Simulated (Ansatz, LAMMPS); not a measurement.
# Relaxing a frame of liquid (Cs,K,Li)F from 1680 K (82 atoms), part 2 of 3

Aim: bring a frame of liquid (Cs,K,Li)F from 1680 K (82 atoms) to a nearby minimum of the energy and see what moves.

Ansatz 0.2.0; Kohn-Sham DFT, RPBE, PAW (set soft_2), plane waves.

The cell: 15 Cs, 8 K, 18 Li and 41 F. The network of bonds at the start is that of the classical potential that made the cell. The ion parameters were fitted for water, not for melts. Only the Γ point is sampled, in a cell whose shortest periodic width is 13 Å. Spin–orbit coupling is left out.

So far. Step 3 (Single point at the start): The r.m.s. force component of 0.44 eV/Å and the pressure of -1.6 GPa set the starting point.

## Step 4: Cell and atoms relaxed

Cell and atoms are freed together, to release stress as well as forces.

Contents of input.yaml:

```yaml
crystal:
  lattice:
    - [13.341, 0.0, 0.0]
    - [0.0, 13.341, 0.0]
    - [0.0, 0.0, 13.341]
  atoms:
    [... the 82 atom lines of step 3 ...]
kpoints:
  mp_grid: { grid: [1, 1, 1] }
hamiltonian:
  xc: rpbe
scf:
  occupations: { method: gaussian, width: 0.025 }
output:
  forces: true
relax:
  f_tol: 0.05
  max_steps: 200
  cell: {}
```

On the command line:

```bash
ansatz run input.yaml --threads 4 --pin off --max-ram 8192MiB --backend cpu --events-out ev --progress --plain --runs-dir out
```

Numbers of over 12 decimals in the logs are rounded to 6 here.

What it wrote:

```text
[...]
Crystal: 82 atoms, lattice volume = 2374.462 Å³
Basis set: ecut = 420 eV, 46297 PW (Γ), exchange–correlation on 180×180×180 points (8 copies of the dense FFT grid, shifted against one another)
Bands: 356, of which v1, the nominal top of the filled ones, is band 274 counted from 1 (273 counted from 0)
Symmetry: 1 space group operations
[...]
k-points: 1
[...]
SCF iter   1: F=—  HF=-134561.197003 eV  |F-HF|=—  |Δ(HF+E_count)|=         —  Δρ=3.55e-3  dr2=3.64e-1  ethr=1.77e-3  ⟨swp⟩=6.0  Hψ=1546  notcnv=0  defer=72
[...]
SCF iter  11: F=-134561.097460 eV  HF=-134561.097460 eV  |F-HF|=3.84e-9  |Δ(HF+E_count)|=   3.86e-8  Δρ=4.73e-7  dr2=6.33e-9  ethr=1.82e-11  ⟨swp⟩=4.0  Hψ=891  notcnv=0
SCF 1 converged in 11 iterations: F = -134561.097460 eV  dr2 = 6.33e-9
[...]
relax step   1: F+E_penalty+E_count = -134561.09745989 eV  Δ(F+E_penalty+E_count) = +0.000e0 eV  max|allowed force component| = 1.277e0 eV/Å  Δτ_max = 0.0000 Å  P = -1.560 GPa  Ω = 2374.462 Å³  (11 SCF iters, dr2 threshold 1.00e-7 eV, accepted)
[... from here on, the SCF cycles and remarks between the steps are left out ...]
relax step   2: F+E_penalty+E_count = -134566.60739442 eV  Δ(F+E_penalty+E_count) = -5.510e0 eV  max|allowed force component| = 8.497e-1 eV/Å  Δτ_max = 0.1907 Å  P = -1.221 GPa  Ω = 2289.533 Å³  energy of the carried Pulay correction = +9.931e-2 eV  (8 SCF iters, dr2 threshold 8.20e-6 eV, accepted)
relax step   3: F+E_penalty+E_count = -134570.40626248 eV  Δ(F+E_penalty+E_count) = -3.799e0 eV  max|allowed force component| = 5.302e-1 eV/Å  Δτ_max = 0.1923 Å  P = -0.435 GPa  Ω = 2183.896 Å³  energy of the carried Pulay correction = +2.280e-1 eV  (8 SCF iters, dr2 threshold 8.20e-6 eV, accepted)
relax step   4: F+E_penalty+E_count = -134572.06942505 eV  Δ(F+E_penalty+E_count) = -1.663e0 eV  max|allowed force component| = 3.384e-1 eV/Å  Δτ_max = 0.1950 Å  P = -0.017 GPa  Ω = 2136.669 Å³  energy of the carried Pulay correction = +2.875e-1 eV  (7 SCF iters, dr2 threshold 8.20e-6 eV, accepted)
relax step   5: F+E_penalty+E_count = -134573.22160094 eV  Δ(F+E_penalty+E_count) = -1.152e0 eV  max|allowed force component| = 2.948e-1 eV/Å  Δτ_max = 0.1974 Å  P = +0.055 GPa  Ω = 2121.940 Å³  energy of the carried Pulay correction = +3.063e-1 eV  (7 SCF iters, dr2 threshold 7.16e-6 eV, accepted)
relax step   6: F+E_penalty+E_count = -134574.06636802 eV  Δ(F+E_penalty+E_count) = -8.448e-1 eV  max|allowed force component| = 2.984e-1 eV/Å  Δτ_max = 0.2000 Å  P = +0.062 GPa  Ω = 2111.139 Å³  energy of the carried Pulay correction = +3.202e-1 eV  (8 SCF iters, dr2 threshold 5.43e-6 eV, accepted)
relax step   7: F+E_penalty+E_count = -134574.84336279 eV  Δ(F+E_penalty+E_count) = -7.770e-1 eV  max|allowed force component| = 1.721e-1 eV/Å  Δτ_max = 0.1949 Å  P = +0.018 GPa  Ω = 2103.728 Å³  energy of the carried Pulay correction = +3.297e-1 eV  (8 SCF iters, dr2 threshold 5.56e-6 eV, accepted)
relax step   8: F+E_penalty+E_count = -134575.46287342 eV  Δ(F+E_penalty+E_count) = -6.195e-1 eV  max|allowed force component| = 1.359e-1 eV/Å  Δτ_max = 0.2000 Å  P = +0.015 GPa  Ω = 2099.645 Å³  energy of the carried Pulay correction = +3.350e-1 eV  (9 SCF iters, dr2 threshold 1.85e-6 eV, accepted)
relax step   9: F+E_penalty+E_count = -134575.88914391 eV  Δ(F+E_penalty+E_count) = -4.263e-1 eV  max|allowed force component| = 1.250e-1 eV/Å  Δτ_max = 0.1948 Å  P = -0.015 GPa  Ω = 2096.170 Å³  energy of the carried Pulay correction = +3.395e-1 eV  (9 SCF iters, dr2 threshold 1.15e-6 eV, accepted)
relax step  10: F+E_penalty+E_count = -134576.19559140 eV  Δ(F+E_penalty+E_count) = -3.064e-1 eV  max|allowed force component| = 9.908e-2 eV/Å  Δτ_max = 0.2000 Å  P = +0.014 GPa  Ω = 2084.704 Å³  energy of the carried Pulay correction = +3.544e-1 eV  (9 SCF iters, dr2 threshold 9.77e-7 eV, accepted)
relax step  11: F+E_penalty+E_count = -134576.41720501 eV  Δ(F+E_penalty+E_count) = -2.216e-1 eV  max|allowed force component| = 9.444e-2 eV/Å  Δτ_max = 0.1995 Å  P = +0.003 GPa  Ω = 2077.176 Å³  energy of the carried Pulay correction = +3.642e-1 eV  (9 SCF iters, dr2 threshold 6.14e-7 eV, accepted)
relax step  12: F+E_penalty+E_count = -134576.53978974 eV  Δ(F+E_penalty+E_count) = -1.226e-1 eV  max|allowed force component| = 1.076e-1 eV/Å  Δτ_max = 0.1969 Å  P = +0.005 GPa  Ω = 2074.054 Å³  energy of the carried Pulay correction = +3.683e-1 eV  (9 SCF iters, dr2 threshold 5.57e-7 eV, accepted)
relax step  13: F+E_penalty+E_count = -134576.64066677 eV  Δ(F+E_penalty+E_count) = -1.009e-1 eV  max|allowed force component| = 1.491e-1 eV/Å  Δτ_max = 0.1825 Å  P = +0.012 GPa  Ω = 2070.489 Å³  energy of the carried Pulay correction = +3.730e-1 eV  (9 SCF iters, dr2 threshold 7.23e-7 eV, accepted)
relax step  14: F+E_penalty+E_count = -134576.73662657 eV  Δ(F+E_penalty+E_count) = -9.596e-2 eV  max|allowed force component| = 9.346e-2 eV/Å  Δτ_max = 0.1946 Å  P = -0.038 GPa  Ω = 2073.702 Å³  energy of the carried Pulay correction = +3.688e-1 eV  (9 SCF iters, dr2 threshold 1.39e-6 eV, accepted)
[...]
relax step  32: F+E_penalty+E_count = -134578.20604600 eV  Δ(F+E_penalty+E_count) = -2.561e-2 eV  max|allowed force component| = 4.226e-2 eV/Å  Δτ_max = 0.1973 Å  P = +0.007 GPa  Ω = 2011.859 Å³  energy of the carried Pulay correction = +4.509e-1 eV  (11 SCF iters, accepted)
relax step  33: F+E_penalty+E_count = -134578.22957623 eV  Δ(F+E_penalty+E_count) = -2.353e-2 eV  max|allowed force component| = 3.786e-2 eV/Å  Δτ_max = 0.1979 Å  P = +0.010 GPa  Ω = 2012.898 Å³  energy of the carried Pulay correction = +4.495e-1 eV  (11 SCF iters, accepted)
relax step  34: F+E_penalty+E_count = -134578.12544937 eV  Δ(F+E_penalty+E_count) = +1.041e-1 eV  max|allowed force component| = 3.790e-2 eV/Å  Δτ_max = 0.0000 Å  P = -0.136 GPa  Ω = 2012.898 Å³  stress off target by 1.94e-1 GPa  SCF on the basis re-selected at this cell (its energy is not comparable with the rows above)  (8 SCF iters)
[...]
relax step  42: F+E_penalty+E_count = -134578.37517664 eV  Δ(F+E_penalty+E_count) = -2.971e-2 eV  max|allowed force component| = 5.166e-2 eV/Å  Δτ_max = 0.1414 Å  P = +0.040 GPa  Ω = 1964.283 Å³  energy of the carried Pulay correction = +6.213e-2 eV  (8 SCF iters, dr2 threshold 1.91e-7 eV, accepted)
relax step  43: F+E_penalty+E_count = -134578.39739806 eV  Δ(F+E_penalty+E_count) = -2.222e-2 eV  max|allowed force component| = 4.257e-2 eV/Å  Δτ_max = 0.1036 Å  P = +0.047 GPa  Ω = 1963.067 Å³  energy of the carried Pulay correction = +6.367e-2 eV  (8 SCF iters, dr2 threshold 1.67e-7 eV, accepted)
relax step  44: F+E_penalty+E_count = -134578.41797806 eV  Δ(F+E_penalty+E_count) = -2.058e-2 eV  max|allowed force component| = 5.629e-2 eV/Å  Δτ_max = 0.1948 Å  P = +0.030 GPa  Ω = 1964.642 Å³  energy of the carried Pulay correction = +6.171e-2 eV  (10 SCF iters, dr2 threshold 1.28e-8 eV, accepted)
relax step  45: F+E_penalty+E_count = -134578.42302268 eV  Δ(F+E_penalty+E_count) = -5.045e-3 eV  max|allowed force component| = 6.970e-2 eV/Å  Δτ_max = 0.1278 Å  P = -0.022 GPa  Ω = 1969.431 Å³  energy of the carried Pulay correction = +5.568e-2 eV  (8 SCF iters, dr2 threshold 1.98e-7 eV, accepted)
relax step  46: F+E_penalty+E_count = -134578.43417235 eV  Δ(F+E_penalty+E_count) = -1.115e-2 eV  max|allowed force component| = 4.161e-2 eV/Å  Δτ_max = 0.0817 Å  P = -0.030 GPa  Ω = 1972.223 Å³  energy of the carried Pulay correction = +5.216e-2 eV  (8 SCF iters, dr2 threshold 3.04e-7 eV, accepted)
relax step  47: F+E_penalty+E_count = -134578.44530552 eV  Δ(F+E_penalty+E_count) = -1.113e-2 eV  max|allowed force component| = 5.712e-2 eV/Å  Δτ_max = 0.2000 Å  P = -0.004 GPa  Ω = 1976.160 Å³  energy of the carried Pulay correction = +4.732e-2 eV  (10 SCF iters, dr2 threshold 1.19e-8 eV, accepted)
relax step  48: F+E_penalty+E_count = -134578.45250341 eV  Δ(F+E_penalty+E_count) = -7.198e-3 eV  max|allowed force component| = 4.607e-2 eV/Å  Δτ_max = 0.1132 Å  P = +0.016 GPa  Ω = 1977.349 Å³  energy of the carried Pulay correction = +4.583e-2 eV  (8 SCF iters, dr2 threshold 2.04e-7 eV, accepted)
relax step  49: F+E_penalty+E_count = -134578.42186112 eV  Δ(F+E_penalty+E_count) = +3.064e-2 eV  max|allowed force component| = 4.606e-2 eV/Å  Δτ_max = 0.0000 Å  P = -0.018 GPa  Ω = 1977.349 Å³  stress off target by 5.56e-2 GPa  SCF on the basis re-selected at this cell (its energy is not comparable with the rows above)  (7 SCF iters)
relax step  50: F+E_penalty+E_count = -134578.43193643 eV  Δ(F+E_penalty+E_count) = -1.008e-2 eV  max|allowed force component| = 2.379e-2 eV/Å  Δτ_max = 0.0366 Å  P = -0.000 GPa  Ω = 1974.612 Å³  energy of the carried Pulay correction = +3.614e-3 eV  (9 SCF iters, dr2 threshold 7.72e-9 eV, accepted)
relax step  51: F+E_penalty+E_count = -134578.42903604 eV  Δ(F+E_penalty+E_count) = +2.900e-3 eV  max|allowed force component| = 2.378e-2 eV/Å  Δτ_max = 0.0000 Å  P = -0.002 GPa  Ω = 1974.612 Å³  stress off target by 3.93e-2 GPa  SCF on the basis re-selected at this cell (its energy is not comparable with the rows above)  (5 SCF iters)
[...]
SCF converged after 5 iterations
Free energy (F): -134578.429036 eV
[...]
Internal energy: -134578.429036 eV  (E = F + TS)
E sigma→0 (E₀):  -134578.429036 eV
Fermi energy:    2.490156 eV
[...]
--- Forces (eV/Å), atoms counted from 1 ---
  atom   1  Cs    -0.00825776     0.00240266    -0.00367985
  atom   2  Cs     0.00188833    -0.00565794    -0.00953381
  atom   3  Cs    -0.00077660    -0.01598958     0.00838998
  atom   4  Cs     0.00593405    -0.00474451     0.00866523
  atom   5  Cs     0.00557074    -0.00842536     0.00479392
  atom   6  Cs     0.02378067    -0.00676314    -0.00316630
  atom   7  Cs     0.00870650     0.00949350    -0.00885756
  atom   8  Cs    -0.00782890     0.00395762    -0.01474365
  atom   9  Cs    -0.01255740    -0.00370315    -0.00898056
  atom  10  Cs    -0.00337935     0.01258204    -0.00740051
  atom  11  Cs     0.00042502     0.00207273     0.00652975
  atom  12  Cs     0.00642955    -0.00302886    -0.00229022
  atom  13  Cs    -0.00311679    -0.00442234     0.00005416
  atom  14  Cs     0.00543370    -0.02040007     0.01803129
[...]
atom  81  F      0.00105147     0.00210407    -0.00591745
  atom  82  F     -0.00088419    -0.00184576     0.00375125
  max |Σ_I F_I| component: 1.54e-4 eV/Å
--- Stress (GPa, compression-positive) ---
       -0.027365      -0.001620       0.005873
       -0.001616       0.003271      -0.027566
        0.005875      -0.027564       0.017432
  P = ⅓ Tr σ = -0.0022 GPa (-0.022 kbar)
--- Relaxed structure (48 steps of the walk, 48 accepted, 3 SCFs on fresh bases) ---
  F+E_penalty+E_count = -134578.42903604 eV   max|allowed force component| = 2.378e-2 eV/Å   (the final SCF, on the basis selected at the relaxed cell)
  cell:  # Å, volume = 1974.6118 Å³
    - [13.373344, 0.072095, 0.220901]
    - [0.072095, 12.207425, -0.754594]
    - [0.220901, -0.754594, 12.146155]
  atoms:
    - { symbol: Cs, position: [0.373675, 0.466567, 0.263916] }
    - { symbol: Cs, position: [0.857272, 0.114471, 0.704322] }
    - { symbol: Cs, position: [0.727078, 0.311909, 0.978744] }
    - { symbol: Cs, position: [0.939213, 0.189640, 0.283066] }
[...]
- { symbol: F, position: [0.553957, 0.588954, 0.159326] }
```

It took 19 min on 4 threads of Arm Neoverse V2, shared host; peak memory 2.7 GiB.

The steps of the relaxation (22 of 51):

```
step  energy less that of the first step (eV)  largest force component (eV/Å)  pressure (GPa)  volume (Å³)
   1                                   0.0000                          1.2774           -1.56      2374.46
   3                                  -9.3088                          0.5302           -0.43      2183.90
   6                                 -12.9689                          0.2984            0.06      2111.14
   8                                 -14.3654                          0.1359            0.02      2099.65
  11                                 -15.3197                          0.0944            0.00      2077.18
  13                                 -15.5432                          0.1491            0.01      2070.49
  15                                 -15.7521                          0.1015           -0.04      2066.82
  18                                 -16.1388                          0.1611            0.03      2039.04
  20                                 -16.3620                          0.1943           -0.01      2030.96
  22                                 -16.6004                          0.0931           -0.01      2027.74
  25                                 -16.8467                          0.0666            0.00      2017.00
  27                                 -16.9755                          0.0811            0.01      2011.81
  30                                 -17.0573                          0.0577           -0.01      2011.76
  32                                 -17.1086                          0.0423            0.01      2011.86
 34*                                 -17.0280                          0.0379           -0.14      2012.90
  37                                 -17.1569                          0.0585            0.08      1975.27
  39                                 -17.1934                          0.0721           -0.04      1978.38
  41                                 -17.2480                          0.0553           -0.02      1972.01
  44                                 -17.3205                          0.0563            0.03      1964.64
  46                                 -17.3367                          0.0416           -0.03      1972.22
 49*                                 -17.3244                          0.0461           -0.02      1977.35
 51*                                 -17.3316                          0.0238            0.00      1974.61
```

Relaxation steps marked * repeat the geometry before them on a plane-wave basis chosen anew for their cell, so energy and pressure can jump there. Other such steps can lie between the rows shown.

```
     cell as run  before   after   change
           a (Å)  13.341  13.375   +0.3 %
           b (Å)  13.341  12.231   -8.3 %
           c (Å)  13.341  12.172   -8.8 %
           α (°)   90.00   97.08   +7.9 %
           β (°)   90.00   88.03   -2.2 %
           γ (°)   90.00   89.41   -0.7 %
volume (Å³/atom)   28.96   24.08  -16.8 %
```

The atoms that moved most (Å, as changes of fractional coordinates times the final cell):

```
atom      dx      dy      dz  length
 F42   1.074  -2.261   0.844   2.642
 F47   2.190  -0.268  -1.089   2.460
Cs13  -0.925   1.698   1.340   2.353
 F51  -0.460   1.071  -1.817   2.159
Cs14   1.557  -1.221   0.786   2.129
 Cs4   1.745  -0.078  -1.172   2.103
 F82  -1.052  -1.561  -0.753   2.027
 F55  -1.165   1.369   0.594   1.893
```

The relaxation changed the energy by -211 meV/atom, and atoms moved by 1.3 Å r.m.s., 2.6 Å at most.

## Step 5: Structure statistics after relaxation

Bonds before and after, by the cutoffs listed below:

```
pair  bonds before  bonds after  mean before (Å)  mean after (Å)  spread before (Å)  spread after (Å)
F-Li            50           68            2.061           1.934              0.116             0.078
 F-K            35           45            2.877           2.797              0.280             0.164
```

Density 2.70 g/cm³, 24.08 Å³ an atom.

g(r), total and by pair (bins of 0.2 Å):

```
r (Å)  total   F-F   F-Li  F-Cs   F-K  Li-Li  Li-Cs
 1.70   0.15  0.00   0.68  0.00  0.00   0.00   0.00
 1.90   3.27  0.00  14.90  0.00  0.00   0.00   0.00
 2.10   0.84  0.00   3.83  0.00  0.00   0.00   0.00
 2.30   0.00  0.00   0.00  0.00  0.00   0.00   0.00
 2.50   0.26  0.00   0.17  0.00  0.72   3.08   0.00
 2.70   1.09  0.25   0.00  0.17  8.53   3.34   0.00
 2.90   1.24  1.11   0.00  3.28  3.19   0.56   0.00
 3.10   1.76  2.60   0.22  4.62  1.02   0.52   0.00
 3.30   1.75  3.31   0.29  1.81  0.45   2.71   0.82
 3.50   0.84  1.24   0.26  0.73  0.38   0.80   2.33
 3.70   0.82  0.68   0.69  0.19  0.36   0.68   3.02
 3.90   0.89  0.73   0.62  0.33  0.77   1.59   2.12
 4.10   0.97  0.73   0.82  0.84  0.86   0.00   1.42
 4.30   0.88  0.66   0.92  0.76  0.77   0.00   1.24
 4.50   0.98  0.91   0.99  1.01  0.59   0.25   0.85
 4.70   0.82  0.72   1.11  0.41  0.87   0.21   1.06
 4.90   1.06  0.62   1.47  0.96  1.09   0.60   1.46
 5.10   1.06  0.97   1.48  0.98  1.48   0.55   1.11
 5.30   0.83  0.84   1.02  0.99  0.85   0.34   1.04
 5.50   0.97  0.96   0.98  1.02  1.19   0.97   0.48
 5.70   1.06  1.24   0.98  1.41  1.12   1.06   0.35
 5.90   0.95  1.13   0.58  1.10  0.61   1.11   0.92
```

Bonds by pair of elements; cutoffs follow the first minimum of g(r), held within bounds set by covalent radii, and pairs that aren't listed don't count as bonded:

```
pair A-B  cutoff (Å)  bonds  mean length (Å)  spread (Å)  shortest (Å)  B about A  A about B
    F-Li        2.33     68             1.93       0.078          1.77       1.66       3.78
    F-Cs        3.52     76             3.09        0.15          2.75       1.85       5.07
     F-K        3.43     45             2.80       0.164          2.58       1.10       5.62
```

The cutoff for F-Cs falls short of the minimum of g(r), so counts run low and odd coordinations can be artefacts.

How many atoms have how many bonded neighbours:

```
element  mean  3   4   5  6  7
     Cs  5.07  2   2   4  7  0
      F  4.61  0  20  17  4  0
      K  5.62  0   0   4  3  1
     Li  3.78  4  14   0  0  0
```

Bond angles, per cent of each kind in bins of 5°:

```
angle (°)  F-Cs-F  Cs-F-Li  F-K-F  F-Li-F  K-F-Li
    50–55     0.6      0.0    0.0     0.0     0.0
    55–60     6.1      0.0    0.9     0.0     0.0
    60–65     8.6      0.0    2.8     0.0     0.0
    65–70     7.4      0.0   12.3     0.0     1.4
    70–75     2.5      3.7    6.6     0.0     7.0
    75–80     6.1      4.6    4.7     0.0     2.8
    80–85     6.1      8.3    5.7     0.0    11.3
    85–90     5.5     15.6    6.6     5.2    25.4
    90–95     6.8     16.5    8.5     6.2     9.9
   95–100     6.1      6.4    1.9     8.3     2.8
  100–105     3.1      6.4    6.6     6.2     2.8
  105–110     4.9      3.7    6.6    18.8     5.6
  110–115     4.3      6.4    1.9    19.8     2.8
  115–120     4.3      3.7    3.8    16.7     4.2
  120–125     4.3      1.8    4.7     5.2     1.4
  125–130     3.1      5.5    3.8    10.4     2.8
  130–135     1.8      0.9    4.7     2.1     0.0
  135–140     1.8      2.8    2.8     1.0     2.8
  140–145     4.3      0.9    5.7     0.0     2.8
  145–150     3.7      2.8    1.9     0.0     4.2
  150–155     1.2      2.8    0.9     0.0     4.2
  155–160     3.1      5.5    6.6     0.0     2.8
  160–165     1.2      0.9    0.0     0.0     2.8
  165–170     1.8      0.0    0.0     0.0     0.0
  170–175     0.6      0.0    0.0     0.0     0.0
  175–180     0.6      0.9    0.0     0.0     0.0
```

Bond angles (no mean is given where the spread exceeds 20°):

```
  angle  count  mean (°)  spread (°)
 F-Cs-F    163         -           -
Cs-F-Li    109         -           -
  F-K-F    106         -           -
 F-Li-F     96       111        11.3
 K-F-Li     71         -           -
```

Bond length by coordination (bonds to H left out):

```
element  coordination  atoms  mean bond length (Å)
     Cs             3      2                  2.98
     Cs             4      2                  3.11
     Cs             5      4                  3.10
     Cs             6      7                  3.11
      F             4     20                  2.54
      F             5     17                  2.60
      F             6      4                  2.85
      K             5      4                  2.76
      K             6      3                  2.82
      K             7      1                  2.84
     Li             3      4                  1.83
     Li             4     14                  1.96
```

First main peaks of g(r), for some of the pairs, lie near 3.2 Å (F-F), 1.9 Å (F-Li), 3.1 Å (F-Cs), 2.7 Å (F-K), 2.6 Å (Li-Li) and 3.6 Å (Li-Cs).

(Part 2 of 3 ends here.)

[Logs are printed without paths, hosts, clocks, repeated set-up lines and the standing remarks that a program may print on its own settings, such as how far it seeks lower states.]

[Hosts, paths, dates, database ids (printed as entryN), source tags and the programs' standing remarks are cut or masked in the printed files.]
